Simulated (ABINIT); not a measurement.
# How the form of the self-energy moves the gap of CsSnI3 (Pm-3m)

Aim: compare treatments of exchange, screening and correlation for the gap of CsSnI3 (Pm-3m).

Calculated with ABINIT 10.8.3; PBE and many-body steps on it, plane waves.

## (1) Starting point

It takes space group Pm-3m (No. 221, cubic). Conventional cell: a = 6.286 Å, b = 6.286 Å, c = 6.286 Å, α = 90.00°, β = 90.00°, γ = 90.00°. Nearest to Cs lie 12 I at 4.45 Å. Sn has 6 I at 3.14 Å nearest. I has 2 Sn at 3.14 Å and 4 Cs at 4.45 Å nearest. Farther neighbours and most contacts between anions are not listed.

The cell and positions are those that the Materials Project relaxed with its own functionals (PBE, PBE+U or r2SCAN), kept fixed. Spin-orbit coupling is left out unless a step names it.

## (2) Empty states on the mesh, 2×2×2 mesh, 402 bands

This step: ABINIT 10.8.3; DFT, PBE, plane waves, norm-conserving pseudopotentials.

The sums over transitions need many empty states on a uniform mesh; this step solves for them.

Contents of run.abi:

```
acell 3*1.0 Angstrom
rprim 
  6.286228000000 0.000000000000 0.000000000000
  0.000000000000 6.286228000000 0.000000000000
  0.000000000000 0.000000000000 6.286228000000
ntypat 3
znucl 55 50 53
natom 5
typat 1 2 3 3 3
xred 
  0.500000000000 0.500000000000 0.500000000000
  0.000000000000 0.000000000000 0.000000000000
  0.500000000000 0.000000000000 0.000000000000
  0.000000000000 0.000000000000 0.500000000000
  0.000000000000 0.500000000000 0.000000000000
pp_dirpath "pseudos"
pseudos "Cs.upf, Sn.upf, I.upf"
ecut 32
ngkpt 2 2 2
nshiftk 1
shiftk 0 0 0
kptopt 1
chksymbreak 0
iscf -2
irdden 1
istwfk *1
nband 402
nbdbuf 36
tolwfr 1e-09
nstep 60
prtvol 0
indata_prefix "in"
outdata_prefix "out"
tmpdata_prefix "tmp"
```

Run with:

```sh
OMP_NUM_THREADS=1 mpirun -n 4 abinit run.abi > log
```

Numbers of over 12 decimals in the logs are rounded to 6 here.

The log of the run:

```text
.Version 10.8.3 of ABINIT. v10.8.2 released Aug 2026.

 Symmetries : space group Pm -3 m (#221); Bravais cP (primitive cubic)
[... echo of the input left out ...]
== DATASET  1 ==================================================================
-   mpi_nproc: 4, omp_nthreads: 1 (-1 if OMP is not activated)

--- !DatasetInfo
iteration_state: {dtset: 1, }
dimensions: {natom: 5, nkpt: 4, mband: 402, nsppol: 1, nspinor: 1, nspden: 1, mpw: 14592, }
cutoff_energies: {ecut:  32.0, pawecutdg:  -1.0, }
[...]
2.57566    2.57566    2.62465    2.62466    2.62469    2.64167    2.64194    2.64679
   2.64688    2.64749    2.65307    2.65381    2.66346    2.66400    2.66626    2.67294
   2.67785    2.67986
 prteigrs : prtvol=0 or 1, do not print more k-points.

== END DATASET(S) ==============================================================
================================================================================

 -outvars: echo values of variables after computation  --------
            nband         402
             nkpt           4
          spgroup         221
 [... the other variables as echoed above ...]

 Calculation completed.
```

Run time: 7.5 min. Hardware: 4 MPI ranks of Arm Neoverse V1, shared host; peak memory 0.8 GiB; 30 min of CPU time.

This step gave:

* gap: 0.4710 eV
* k of the valence top: 0.5, 0.5, 0.5
* k of the conduction bottom: 0.5, 0.5, 0.5
* least direct gap: 0.4710 eV
* k points computed: 4
* lowest point of the top converged band, above the valence top: 65.7283 eV

On this mesh the gap is 0.471 eV.

The density comes from a self-consistent run that is not shown.

## (3) Screening, 2×2×2 mesh, 366 bands, screening to 152.4 eV

The RPA dielectric matrix is built and inverted for each q.

This step: RPA screening on PBE, plane waves, norm-conserving pseudopotentials.

Changes to run.abi since step 2:

```diff
@@ -23,10 +23,11 @@
 chksymbreak 0
-iscf -2
-irdden 1
 istwfk *1
-nband 402
-nbdbuf 36
-tolwfr 1e-09
-nstep 60
-prtvol 0
+occopt 1
+irdwfk 1
+optdriver 3
+nband 366
+ecuteps 5.6
+inclvkb 2
+awtr 1
+symchi 1
 indata_prefix "in"
```

The log of the run:

```text
.Version 10.8.3 of ABINIT. v10.8.2 released Aug 2026.

 Symmetries : space group Pm -3 m (#221); Bravais cP (primitive cubic)
[... echo of the input left out ...]
== DATASET  1 ==================================================================
-   mpi_nproc: 4, omp_nthreads: 1 (-1 if OMP is not activated)

--- !DatasetInfo
iteration_state: {dtset: 1, }
dimensions: {natom: 5, nkpt: 4, mband: 366, nsppol: 1, nspinor: 1, nspden: 1, mpw: 14592, }
cutoff_energies: {ecut:  32.0, pawecutdg:  -1.0, }
electrons: {nelect:   4.40000000E+01, charge:   0.00000000E+00, occopt:   1.00000000E+00, tsmear:   1.00000000E-02, }

 SCREENING: Calculation of the susceptibility and dielectric matrices

 Based on a program developped by R.W. Godby, V. Olevano, G. Onida, and L. Reining.
 Incorporated in ABINIT by V. Olevano, G.-M. Rignanese, and M. Torrent.
.Using double precision arithmetic ; gwpc =  8

[... cell and pseudopotentials left out ...]
--------------------------------------------------------------------------------

 ==== K-mesh for the wavefunctions ====
 Number of points in the irreducible wedge :     4
[... list of points left out ...]
 Together with 48 symmetry operations and time-reversal symmetry
 yields     8 points in the full Brillouin Zone.

 ==== Q-mesh for the screening function ====
 Number of points in the irreducible wedge :     4
[... list of points left out ...]
 Together with 48 symmetry operations and time-reversal symmetry
 yields     8 points in the full Brillouin Zone.

 setmesh: FFT mesh size selected  =    45x   45x   45
          total number of points  =        91125

 vcoul_init : cutoff-mode = AUXILIARY_FUNCTION
 q-points for optical limit:   1
     1)      0.000010    0.000020    0.000030

- screening: taking advantage of time-reversal symmetry
- Maximum band index for partially occupied states nbvw = 22
- Remaining bands to be divided among processors   nbcw = 344
- Number of bands treated by each node ~86

 Number of electrons calculated from density =   44.0000; Expected =   44.0000
 average of density, n =  0.026247
 r_s =    2.0874
 omega_plasma =   15.6278 [eV]

 calculating chi0 at frequencies [eV] :
  1    0.000000E+00    0.000000E+00
  2    0.000000E+00    1.562782E+01

--------------------------------------------------------------------------------
  q-point number  1        q = ( 0.000000, 0.000000, 0.000000) [r.l.u.]
--------------------------------------------------------------------------------
[... chi0 elements left out ...]
 For q-point:  0.000010 0.000020 0.000030
  dielectric constant = 114.8209
  dielectric constant without local fields = 142.5513

  Average fulfillment of the sum rule on Im[epsilon] for q-point    1 :     94.30  [%]
[... wings left out ...]
  q-point number  2        q = ( 0.500000, 0.000000, 0.000000) [r.l.u.]
--------------------------------------------------------------------------------
[... chi0 elements left out ...]
  Average fulfillment of the sum rule on Im[epsilon] for q-point    2 :     99.92  [%]

 [... 2 further q-points ...]
```

Run time: 3.8 min. Hardware: 4 MPI ranks; peak memory 3.9 GiB; 15 min of CPU time.

Numbers from this step:

| Quantity | Value |
| --- | --- |
| ε∞ with local fields, on this mesh, along the program's q direction | 114.8 |
| the same without local fields | 142.6 |
| plasma frequency | 15.63 eV |
| plane waves in the screening matrix | 1045 |

Local fields lower ε∞ by 19 %. The value itself is an artefact of the mesh, where one narrow direct gap carries too much weight.

## (4) G0W0, Godby-Needs plasmon pole

The self-energy is evaluated for the states that the input lists, and the levels follow from it, in one-shot runs by the linearised quasiparticle equation.

This step: G0W0 on PBE, plane waves, norm-conserving pseudopotentials.

Changes to run.abi since step 3:

```diff
@@ -26,8 +26,17 @@
 irdwfk 1
-optdriver 3
+optdriver 4
 nband 366
+gwcalctyp 0
+ecutsigx 32
+symsigma 1
+nkptgw 2
+kptgw 
+  0.5000000000 0.5000000000 0.5000000000
+  0.0000000000 0.0000000000 0.0000000000
+bdgw 
+  19 25
+  20 25
 ecuteps 5.6
-inclvkb 2
-awtr 1
-symchi 1
+irdscr 1
+ppmodel 1
 indata_prefix "in"
```

The log of the run:

```text
.Version 10.8.3 of ABINIT. v10.8.2 released Aug 2026.

 Symmetries : space group Pm -3 m (#221); Bravais cP (primitive cubic)
[... echo of the input left out ...]
== DATASET  1 ==================================================================
-   mpi_nproc: 4, omp_nthreads: 1 (-1 if OMP is not activated)

--- !DatasetInfo
iteration_state: {dtset: 1, }
dimensions: {natom: 5, nkpt: 4, mband: 366, nsppol: 1, nspinor: 1, nspden: 1, mpw: 14592, }
cutoff_energies: {ecut:  32.0, pawecutdg:  -1.0, }
electrons: {nelect:   4.40000000E+01, charge:   0.00000000E+00, occopt:   1.00000000E+00, tsmear:   1.00000000E-02, }

 SIGMA: Calculation of the GW corrections

 Based on a program developped by R.W. Godby, V. Olevano, G. Onida, and L. Reining.
 Incorporated in ABINIT by V. Olevano, G.-M. Rignanese, and M. Torrent.
.Using double precision arithmetic ; gwpc =  8

[... cell and pseudopotentials left out ...]
--------------------------------------------------------------------------------

 ==== K-mesh for the wavefunctions ====
 Number of points in the irreducible wedge :     4
[... list of points left out ...]
 Together with 48 symmetry operations and time-reversal symmetry
 yields     8 points in the full Brillouin Zone.

 ==== Q-mesh for screening function ====
 Number of points in the irreducible wedge :     4
[... list of points left out ...]
 Together with 48 symmetry operations and time-reversal symmetry
 yields     8 points in the full Brillouin Zone.

 vcoul_init : cutoff-mode = AUXILIARY_FUNCTION
 q-points for optical limit:   1
     1)      0.000010    0.000020    0.000030
 setmesh: FFT mesh size selected  =    64x   64x   64
          total number of points  =       262144

 Number of electrons calculated from density =   44.0000; Expected =   44.0000
 average of density, n =  0.026247
 r_s =    2.0874
 omega_plasma =   15.6278 [eV]

 === KS Band Gaps ===
  >>>> For spin  1
   Minimum direct gap =   0.4710 [eV], located at k-point      :   0.5000  0.5000  0.5000
   Fundamental gap    =   0.4710 [eV], Top of valence bands at :   0.5000  0.5000  0.5000
                                       Bottom of conduction at :   0.5000  0.5000  0.5000
 SIGMA fundamental parameters:
 PLASMON POLE MODEL  1
 number of plane-waves for SigmaX                14411
 number of plane-waves for SigmaC and W           1045
 number of plane-waves for wavefunctions         14411
 number of bands                                   366
 number of independent spin polarizations            1
 number of spinorial components                      1
 number of k-points in IBZ                           4
 number of q-points in IBZ                           4
 number of symmetry operations                      48
 number of k-points in BZ                            8
 number of q-points in BZ                            8
 number of frequencies for dSigma/dE                 9
 frequency step for dSigma/dE [eV]                0.25
 number of omega for Sigma on real axis              0
 max omega for Sigma on real axis  [eV]           0.00
 zcut for avoiding poles [eV]                     0.10

 EPSILON^-1 parameters (SCR file):
 dimension of the eps^-1 matrix on file           1045
 dimension of the eps^-1 matrix used              1045
 number of plane-waves for wavefunctions         14411
 number of bands                                   366
 number of q-points in IBZ                           4
 number of frequencies                               2
 number of real frequencies                          1
 number of imag frequencies                          1

 matrix elements of self-energy operator (all in [eV])

 Perturbative Calculation

--- !SelfEnergy_ee
iteration_state: {dtset: 1, }
kpoint     : [   0.500,    0.500,    0.500, ]
spin       : 1
KS_gap     :    0.471
QP_gap     :    0.918
Delta_QP_KS:    0.447
data: !SigmaeeData |
     Band     E0 <VxcDFT>   SigX SigC(E0)      Z dSigC/dE  Sig(E)    E-E0       E
       19   0.434 -11.246 -14.014   2.039   0.764  -0.309 -11.802  -0.556  -0.122
       20   0.434 -11.246 -14.014   2.039   0.764  -0.309 -11.802  -0.556  -0.122
       21   0.434 -11.246 -14.014   2.039   0.764  -0.309 -11.802  -0.556  -0.122
       22   1.957 -12.174 -13.643   0.919   0.772  -0.295 -12.599  -0.425   1.532
       23   2.428  -9.575  -6.406  -3.140   0.778  -0.285  -9.552   0.022   2.450
       24   2.428  -9.575  -6.406  -3.140   0.778  -0.285  -9.552   0.022   2.450
[...]
--- !SelfEnergy_ee
iteration_state: {dtset: 1, }
kpoint     : [   0.000,    0.000,    0.000, ]
spin       : 1
KS_gap     :    4.306
QP_gap     :    4.868
Delta_QP_KS:    0.562
data: !SigmaeeData |
     Band     E0 <VxcDFT>   SigX SigC(E0)      Z dSigC/dE  Sig(E)    E-E0       E
[...]
23   4.321  -5.729  -2.349  -3.387   0.819  -0.222  -5.735  -0.006   4.316
       24   5.326  -6.045  -2.592  -3.333   0.817  -0.224  -5.947   0.098   5.424
       25   5.326  -6.045  -2.592  -3.333   0.817  -0.224  -5.947   0.098   5.424

== END DATASET(S) ==============================================================
================================================================================

 -outvars: echo values of variables after computation  --------
           etotal      0.0000000000E+00
            nband         366
             nkpt           4
          spgroup         221
 [... the other variables as echoed above ...]

 Calculation completed.
```

The job ended after 4.1 min (4 MPI ranks; peak memory 4.3 GiB; 16 min of CPU time).

This step gave:

```yaml
g0w0_gap_on_the_points_computed: 0.9180 eV
starting_gap_on_the_mesh: 0.4710 eV
k_of_the_valence_top: 0.5, 0.5, 0.5
k_of_the_conduction_bottom: 0.5, 0.5, 0.5
z_at_the_valence_top: 0.772
z_at_the_conduction_bottom: 0.778
least_direct_g0w0_gap_on_the_computed_points: 0.9180 eV
```

The gap on the mesh goes from 0.47 eV to 0.92 eV, a correction of +0.45 eV.

## (5) G0W0, Hybertsen-Louie plasmon pole

Changes to run.abi since step 4:

```diff
@@ -40,3 +40,3 @@
 irdscr 1
-ppmodel 1
+ppmodel 2
 indata_prefix "in"
```

The log of the run:

```text
.Version 10.8.3 of ABINIT. v10.8.2 released Aug 2026.

 Symmetries : space group Pm -3 m (#221); Bravais cP (primitive cubic)
[... echo of the input left out ...]
== DATASET  1 ==================================================================
-   mpi_nproc: 4, omp_nthreads: 1 (-1 if OMP is not activated)

--- !DatasetInfo
iteration_state: {dtset: 1, }
dimensions: {natom: 5, nkpt: 4, mband: 366, nsppol: 1, nspinor: 1, nspden: 1, mpw: 14592, }
cutoff_energies: {ecut:  32.0, pawecutdg:  -1.0, }
electrons: {nelect:   4.40000000E+01, charge:   0.00000000E+00, occopt:   1.00000000E+00, tsmear:   1.00000000E-02, }

 SIGMA: Calculation of the GW corrections

 Based on a program developped by R.W. Godby, V. Olevano, G. Onida, and L. Reining.
 Incorporated in ABINIT by V. Olevano, G.-M. Rignanese, and M. Torrent.
.Using double precision arithmetic ; gwpc =  8

[... cell and pseudopotentials left out ...]
--------------------------------------------------------------------------------

 ==== K-mesh for the wavefunctions ====
 Number of points in the irreducible wedge :     4
[... list of points left out ...]
 Together with 48 symmetry operations and time-reversal symmetry
 yields     8 points in the full Brillouin Zone.

 ==== Q-mesh for screening function ====
 Number of points in the irreducible wedge :     4
[... list of points left out ...]
 Together with 48 symmetry operations and time-reversal symmetry
 yields     8 points in the full Brillouin Zone.

 vcoul_init : cutoff-mode = AUXILIARY_FUNCTION
 q-points for optical limit:   1
     1)      0.000010    0.000020    0.000030
 setmesh: FFT mesh size selected  =    64x   64x   64
          total number of points  =       262144

 Number of electrons calculated from density =   44.0000; Expected =   44.0000
[...]
number of omega for Sigma on real axis              0
 max omega for Sigma on real axis  [eV]           0.00
 zcut for avoiding poles [eV]                     0.10

 EPSILON^-1 parameters (SCR file):
 dimension of the eps^-1 matrix on file           1045
 dimension of the eps^-1 matrix used              1045
 number of plane-waves for wavefunctions         14411
 number of bands                                   366
 number of q-points in IBZ                           4
 number of frequencies                               2
 number of real frequencies                          1
 number of imag frequencies                          1

 matrix elements of self-energy operator (all in [eV])

 Perturbative Calculation

--- !SelfEnergy_ee
iteration_state: {dtset: 1, }
kpoint     : [   0.500,    0.500,    0.500, ]
spin       : 1
KS_gap     :    0.471
QP_gap     :    1.019
Delta_QP_KS:    0.548
data: !SigmaeeData |
     Band     E0 <VxcDFT>   SigX SigC(E0)      Z dSigC/dE  Sig(E)    E-E0       E
       19   0.434 -11.246 -14.014   1.806   0.797  -0.255 -12.013  -0.766  -0.333
       20   0.434 -11.246 -14.014   1.806   0.797  -0.255 -12.013  -0.766  -0.333
       21   0.434 -11.246 -14.014   1.806   0.797  -0.255 -12.013  -0.766  -0.333
[...]
--- !SelfEnergy_ee
iteration_state: {dtset: 1, }
kpoint     : [   0.000,    0.000,    0.000, ]
spin       : 1
KS_gap     :    4.306
QP_gap     :    4.936
Delta_QP_KS:    0.630
data: !SigmaeeData |
     Band     E0 <VxcDFT>   SigX SigC(E0)      Z dSigC/dE  Sig(E)    E-E0       E
[...]
24   5.326  -6.045  -2.592  -3.542   0.838  -0.193  -6.119  -0.074   5.252
       25   5.326  -6.045  -2.592  -3.542   0.838  -0.193  -6.119  -0.074   5.252

== END DATASET(S) ==============================================================
================================================================================

 -outvars: echo values of variables after computation  --------
           etotal      0.0000000000E+00
            nband         366
             nkpt           4
          spgroup         221
 [... the other variables as echoed above ...]

 Calculation completed.
```

The job ended after 4 min (4 MPI ranks; peak memory 4.1 GiB).

This step gave:

| Quantity | Value |
| --- | --- |
| G0W0 gap on the points computed | 1.019 eV |
| starting gap on the mesh | 0.4710 eV |
| k of the valence top | 0.5, 0.5, 0.5 |
| k of the conduction bottom | 0.5, 0.5, 0.5 |
| Z at the valence top | 0.806 |
| Z at the conduction bottom | 0.814 |
| least direct G0W0 gap on the computed points | 1.019 eV |

Against G0W0 in ABINIT (2×2×2 mesh, 366 bands, screening to 152.4 eV, Godby-Needs plasmon pole), the gap moves by +0.101 eV.

## (6) G0W0, von der Linden-Horsch plasmon pole

Changes to run.abi since step 5:

```diff
@@ -40,3 +40,3 @@
 irdscr 1
-ppmodel 2
+ppmodel 3
 indata_prefix "in"
```

The log of the run:

```text
.Version 10.8.3 of ABINIT. v10.8.2 released Aug 2026.

 Symmetries : space group Pm -3 m (#221); Bravais cP (primitive cubic)
[... echo of the input left out ...]
== DATASET  1 ==================================================================
-   mpi_nproc: 4, omp_nthreads: 1 (-1 if OMP is not activated)

--- !DatasetInfo
iteration_state: {dtset: 1, }
dimensions: {natom: 5, nkpt: 4, mband: 366, nsppol: 1, nspinor: 1, nspden: 1, mpw: 14592, }
cutoff_energies: {ecut:  32.0, pawecutdg:  -1.0, }
[...]
Band     E0 <VxcDFT>   SigX SigC(E0)      Z dSigC/dE  Sig(E)    E-E0       E
[...]
24   5.326  -6.045  -2.592  -3.608   0.857  -0.166  -6.178  -0.133   5.193
       25   5.326  -6.045  -2.592  -3.608   0.857  -0.166  -6.178  -0.133   5.193

== END DATASET(S) ==============================================================
================================================================================

 -outvars: echo values of variables after computation  --------
           etotal      0.0000000000E+00
            nband         366
             nkpt           4
          spgroup         221
 [... the other variables as echoed above ...]

 Calculation completed.
```

Elapsed: 98 s, on 4 MPI ranks; peak memory 3.8 GiB.

This step gave:

```
G0W0 gap on the points computed              : 0.948 eV
starting gap on the mesh                     : 0.4710 eV
k of the valence top                         : 0.5, 0.5, 0.5
k of the conduction bottom                   : 0.5, 0.5, 0.5
least direct G0W0 gap on the computed points : 0.948 eV
```

Against G0W0 in ABINIT (2×2×2 mesh, 366 bands, screening to 152.4 eV, Godby-Needs plasmon pole), the gap moves by +0.030 eV.

(Continued in part 2 of 2.)

[Paths, hosts, dates, memory and timing lines, banners, echoed tables and standing remarks are left out of the program output.]

[Logs are printed without paths, hosts, clocks, repeated set-up lines and the standing remarks that a program may print on its own settings, such as how far it seeks lower states.]

[Runs of the session that timed out or met a known fault of the program may be left out.]

[No measured gap is set beside runs whose start may be inverted or whose files or cutoffs have a known fault.]

[Hosts, paths, dates, database ids (printed as entryN), source tags and the programs' standing remarks are cut or masked in the printed files.]

[G0W0 gaps are taken among the corrected bands and points alone; a level outside them can change the order at an edge.]

[Where Ansatz stands beside ABINIT at settings called matched, ABINIT's density can come from a denser mesh and the files from another edition; pairs whose starting gaps differed by over 0.03 eV were left out, so agreement reads better than it is.]
